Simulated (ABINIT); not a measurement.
# Quasiparticle gap of BN (P6_3mc) in ABINIT

How does a plane-wave GW calculation on BN (P6_3mc) run from the first input to the gap?

Calculated with ABINIT 10.8.3; PBE and many-body steps on it, plane waves.

The database entry behind the starting cell has ideal inner coordinates that were not refined, so it need not match the best structure at ambient conditions.

## 1. Starting point

Symmetry: P6_3mc, No. 186, hexagonal system. The conventional cell has a = 2.536 Å, b = 2.536 Å, c = 4.199 Å, α = 90.00°, β = 90.00°, γ = 120.00°. B has 4 N at 1.56 to 1.57 Å nearest. Nearest to N lie 4 B at 1.56 to 1.57 Å. Farther neighbours and most contacts between anions are not listed.

The cell and positions come from the Crystallography Open Database and are kept as given unless a step says otherwise. This is not the form that BN usually takes at ambient conditions.

## 2. Ground state

This step: ABINIT 10.8.3; DFT, PBE, plane waves, norm-conserving pseudopotentials.

The ground-state density comes first.

Input file run.abi:

```
acell 3*1.0 Angstrom
rprim 
  2.536000000002 -0.000000000000 0.000000000000
  -1.268000000000 2.196240423999 0.000000000000
  0.000000000000 0.000000000000 4.199000000000
ntypat 2
znucl 5 7
natom 4
typat 1 1 2 2
xred 
  0.666666666667 0.333333333333 0.000000000000
  0.333333333333 0.666666666667 0.500000000000
  0.666666666667 0.333333333333 0.375000000000
  0.333333333333 0.666666666667 0.875000000000
pp_dirpath "pseudos"
pseudos "B.upf, N.upf"
ecut 36
ngkpt 9 9 6
nshiftk 1
shiftk 0 0 0
kptopt 1
chksymbreak 0
nband 14
occopt 1
tolvrs 1e-10
nstep 60
prtwf 0
optforces 0
optstress 0
indata_prefix "in"
outdata_prefix "out"
tmpdata_prefix "tmp"
```

Started as:

```console
$ OMP_NUM_THREADS=1 mpirun -n 8 abinit run.abi > log
```

Numbers of over 12 decimals in the logs are rounded to 6 here.

The program printed:

```text
.Version 10.8.3 of ABINIT. v10.8.2 released Aug 2026.

 Symmetries : space group P6_3 m c (#186); Bravais hP (primitive hexag.)
================================================================================
 Values of the parameters that define the memory need of the present run
     intxc =       0    ionmov =       0      iscf =       7    lmnmax =       4
     lnmax =       4     mgfft =      45  mpssoang =       2    mqgrid =    3001
     natom =       4  nloc_mem =       1    nspden =       1   nspinor =       1
    nsppol =       1      nsym =      12    n1xccc =    2501    ntypat =       2
    occopt =       1   xclevel =       2
-    mband =          14        mffmem =           1         mkmem =           6
       mpw =        1665          nfft =       32805          nkpt =          48
================================================================================
  Rough estimation (10% accuracy) of disk space for files :
================================================================================

--------------------------------------------------------------------------------
------------- Echo of variables that govern the present computation ------------
--------------------------------------------------------------------------------
 -outvars: echo values of preprocessed input variables --------
            acell      1.8897261259E+00  1.8897261259E+00  1.8897261259E+00 Bohr

      chksymbreak           0
             ecut      3.60000000E+01 Hartree
-          fftalg         312

              ixc     -101130
              kpt      0.00000000E+00  0.00000000E+00  0.00000000E+00
                       1.11111111E-01  0.00000000E+00  0.00000000E+00
                       2.22222222E-01  0.00000000E+00  0.00000000E+00
                       3.33333333E-01  0.00000000E+00  0.00000000E+00
                       4.44444444E-01  0.00000000E+00  0.00000000E+00
                       1.11111111E-01  1.11111111E-01  0.00000000E+00
                       2.22222222E-01  1.11111111E-01  0.00000000E+00
                       3.33333333E-01  1.11111111E-01  0.00000000E+00
                       4.44444444E-01  1.11111111E-01  0.00000000E+00
   [... 37 further rows ...]
                       3.33333333E-01  2.22222222E-01  5.00000000E-01
                       3.33333333E-01  3.33333333E-01  5.00000000E-01
         kptrlatt        9    0    0      0    9    0      0    0    6
          kptrlen      4.31311091E+01
P           mkmem           6
            natom           4
            nband          14
            ngfft          27      27      45
             nkpt          48
            nstep          60
             nsym          12
           ntypat           2
              occ      2.000000  2.000000  2.000000  2.000000  2.000000  2.000000
                       2.000000  2.000000  0.000000  0.000000  0.000000  0.000000
                       0.000000  0.000000
        optforces           0
        optstress           0
            prtwf           0
            rprim      2.5360000000E+00 -0.0000000000E+00  0.0000000000E+00
[...]
spgroup         186

           tolvrs      1.00000000E-10

             xred      6.6666666667E-01  3.3333333333E-01 -1.9428902931E-16
[...]
znucl        5.00000    7.00000

================================================================================

 chkinp: Checking input parameters for consistency.

================================================================================
== DATASET  1 ==================================================================
-   mpi_nproc: 8, omp_nthreads: 1 (-1 if OMP is not activated)

--- !DatasetInfo
iteration_state: {dtset: 1, }
dimensions: {natom: 4, nkpt: 48, mband: 14, nsppol: 1, nspinor: 1, nspden: 1, mpw: 1665, }
cutoff_energies: {ecut:  36.0, pawecutdg:  -1.0, }
electrons: {nelect:   1.60000000E+01, charge:   0.00000000E+00, occopt:   1.00000000E+00, tsmear:   1.00000000E-02, }

 Real(R)+Recip(G) space primitive vectors, cartesian coordinates (Bohr,Bohr^-1):
 R(1)=  4.7923455  0.0000000  0.0000000  G(1)=  0.2086661  0.1204734  0.0000000
 R(2)= -2.3961727  4.1502929  0.0000000  G(2)=  0.0000000  0.2409468  0.0000000
 R(3)=  0.0000000  0.0000000  7.9349600  G(3)=  0.0000000  0.0000000  0.1260246
 Unit cell volume ucvol=  1.5782348E+02 bohr^3
 Angles (23,13,12)=  9.00000000E+01  9.00000000E+01  1.20000000E+02 degrees

 getcut: wavevector=  0.0000  0.0000  0.0000  ngfft=  27  27  45
         ecut(hartree)=     36.000   => boxcut(ratio)=   2.01065

--- Pseudopotential description ------------------------------------------------
- B Generated using ONCVPSP code by D. R. Hamann
-  5.00000   3.00000  171031                  znucl, zion, pspdat
12 -101130 1 -1 1534                          pspcod,pspxc,lmax,lloc,mmax
     nproj     2     2
  pspatm : epsatm=    3.38844616
         --- l  ekb(1:nproj) -->
[...]
pspatm: atomic psp has been read  and splines computed

- N Generated using ONCVPSP code by D. R. Hamann
-  7.00000   5.00000  171031                  znucl, zion, pspdat
12 -101130 1 -1 1058                          pspcod,pspxc,lmax,lloc,mmax
     nproj     2     2
  pspatm : epsatm=    5.20977870
         --- l  ekb(1:nproj) -->
[...]
pspatm: atomic psp has been read  and splines computed

   2.75143196E+02                                ecore*ucvol(ha*bohr**3)
--------------------------------------------------------------------------------

_setup2: Arith. and geom. avg. npw (full set) are    1627.907    1627.882

================================================================================

--- !BeginCycle
iteration_state: {dtset: 1, }
solver: {iscf: 7, nstep: 60, nline: 4, wfoptalg: 0, }
tolerances: {tolvrs: 1.00E-10, }

     iter   Etot(hartree)      deltaE(h)  residm     vres2
 ETOT  1  -26.713641010364    -2.671E+01 9.063E-02 1.735E+02
 ETOT  2  -26.748592870799    -3.495E-02 2.705E-02 1.217E+02
 ETOT  3  -26.801932799192    -5.334E-02 7.255E-03 3.233E-01
 ETOT  4  -26.802099491032    -1.667E-04 5.879E-03 3.977E-03
 ETOT  5  -26.802100455237    -9.642E-07 2.834E-03 6.719E-05
 ETOT  6  -26.802100467839    -1.260E-08 1.711E-03 7.374E-07
 ETOT  7  -26.802100467974    -1.354E-10 1.806E-03 2.124E-08
 ETOT  8  -26.802100467981    -6.846E-12 1.014E-03 1.823E-10
 ETOT  9  -26.802100467981     7.105E-14 1.023E-03 3.206E-12

 At SCF step    9       vres2   =  3.21E-12 < tolvrs=  1.00E-10 =>converged.

--- !ResultsGS
iteration_state: {dtset: 1, }
comment   : Summary of ground state results
lattice_vectors:
- [  4.7923455,  -0.0000000,   0.0000000, ]
- [ -2.3961727,   4.1502929,   0.0000000, ]
- [  0.0000000,   0.0000000,   7.9349600, ]
lattice_lengths: [   4.79235,    4.79235,    7.93496, ]
lattice_angles: [ 90.000,  90.000, 120.000, ] # degrees, (23, 13, 12)
lattice_volume:   1.5782348E+02
convergence: {deltae:  7.105E-14, res2:  3.206E-12, residm:  1.023E-03, diffor:  0.000E+00, }
etotal    :  -2.68021005E+01
entropy   :   0.00000000E+00
fermie    :   3.12488712E-01
cartesian_stress_tensor: null
pressure_GPa: null
xred      :
- [  6.6667E-01,   3.3333E-01,  -1.9429E-16,  B]
- [  3.3333E-01,   6.6667E-01,   5.0000E-01,  B]
- [  6.6667E-01,   3.3333E-01,   3.7500E-01,  N]
- [  3.3333E-01,   6.6667E-01,   8.7500E-01,  N]
cartesian_forces: null
force_length_stats: {min: null, max: null, mean: null, }

 Integrated electronic density in atomic spheres:
 ------------------------------------------------
 Atom  Sphere_radius  Integrated_density
[...]
4        2.00000          5.76183285
================================================================================

 ----iterations are completed or convergence reached----

 Mean square residual over all n,k,spin=   58.890E-07; max=  10.228E-04
 reduced coordinates (array xred) for    4 atoms
       0.666666666667      0.333333333333     -0.000000000000
       0.333333333333      0.666666666667      0.500000000000
       0.666666666667      0.333333333333      0.375000000000
       0.333333333333      0.666666666667      0.875000000000
 rms dE/dt=  0.0000E+00; max dE/dt=  0.0000E+00; dE/dt below (all hartree)
    1       0.000000000000      0.000000000000      0.000000000000
    2       0.000000000000      0.000000000000      0.000000000000
    3       0.000000000000      0.000000000000      0.000000000000
    4       0.000000000000      0.000000000000      0.000000000000

 cartesian coordinates (angstrom) at end:
    1      1.268000     0.732080    -0.000000
    2      6.7e-13     1.464160     2.099500
    3      1.268000     0.732080     1.574625
    4      6.7e-13     1.464160     3.674125
 length scales=  1.889726125908  1.889726125908  1.889726125908 bohr
              =  1.000000000000  1.000000000000  1.000000000000 angstroms
 prteigrs : about to open file out_EIG
 Fermi (or HOMO) energy (hartree) =   0.31249   Average Vxc (hartree)=  -0.47604
 Eigenvalues (hartree) for nkpt=  48  k points:
 kpt#   1, nband= 14, wtk=  0.00206, kpt=  0.0000  0.0000  0.0000 (reduced coord)
  -0.44070   -0.28636   -0.09171    0.23406    0.23406    0.30340    0.31249    0.31249
   0.62503    0.62503    0.63131    0.67115    0.71650    0.75516
 prteigrs : prtvol=0 or 1, do not print more k-points.

--- !EnergyTerms
iteration_state     : {dtset: 1, }
comment             : Components of total free energy in Hartree
kinetic             :  1.88884884063389E+01
hartree             :  3.59763460113095E+00
xc                  : -8.76143221357566E+00
Ewald energy        : -2.63954347709457E+01
psp_core            :  1.74336037303814E+00
local_psp           : -1.37316921486962E+01
non_local_psp       : -2.14302471527134E+00
total_energy        : -2.68021004679809E+01
total_energy_eV     : -7.29322308037817E+02
band_energy         :  2.57482988735937E-01

== END DATASET(S) ==============================================================
================================================================================

 -outvars: echo values of variables after computation  --------
           etotal     -2.6802100468E+01
            nband          14
             nkpt          48
          spgroup         186
 [... the other variables as echoed above ...]

 Calculation completed.
```

Wall time 4.3 s (8 MPI ranks of Intel Xeon 6975P-C (Granite Rapids), shared host); peak memory 0.55 GiB.

This step gave:

```yaml
total_energy: -729.3223 eV
gap: 5.280 eV
k_of_the_valence_top: 0, 0, 0
k_of_the_conduction_bottom: 0.3333, 0.3333, 0
least_direct_gap: 8.408 eV
```

The gap is indirect, with the least direct gap 3.13 eV higher.

(Part 1 of 3 ends here.)

[Paths, hosts, dates, memory and timing lines, banners, echoed tables and standing remarks are left out of the program output.]

[Logs are printed without paths, hosts, clocks, repeated set-up lines and the standing remarks that a program may print on its own settings, such as how far it seeks lower states.]

[Runs of the session that timed out or met a known fault of the program may be left out.]

[Hosts, paths, dates, database ids (printed as entryN), source tags and the programs' standing remarks are cut or masked in the printed files.]

[G0W0 gaps are taken among the corrected bands and points alone; a level outside them can change the order at an edge.]

[Where Ansatz stands beside ABINIT at settings called matched, ABINIT's density can come from a denser mesh and the files from another edition; pairs whose starting gaps differed by over 0.03 eV were left out, so agreement reads better than it is.]
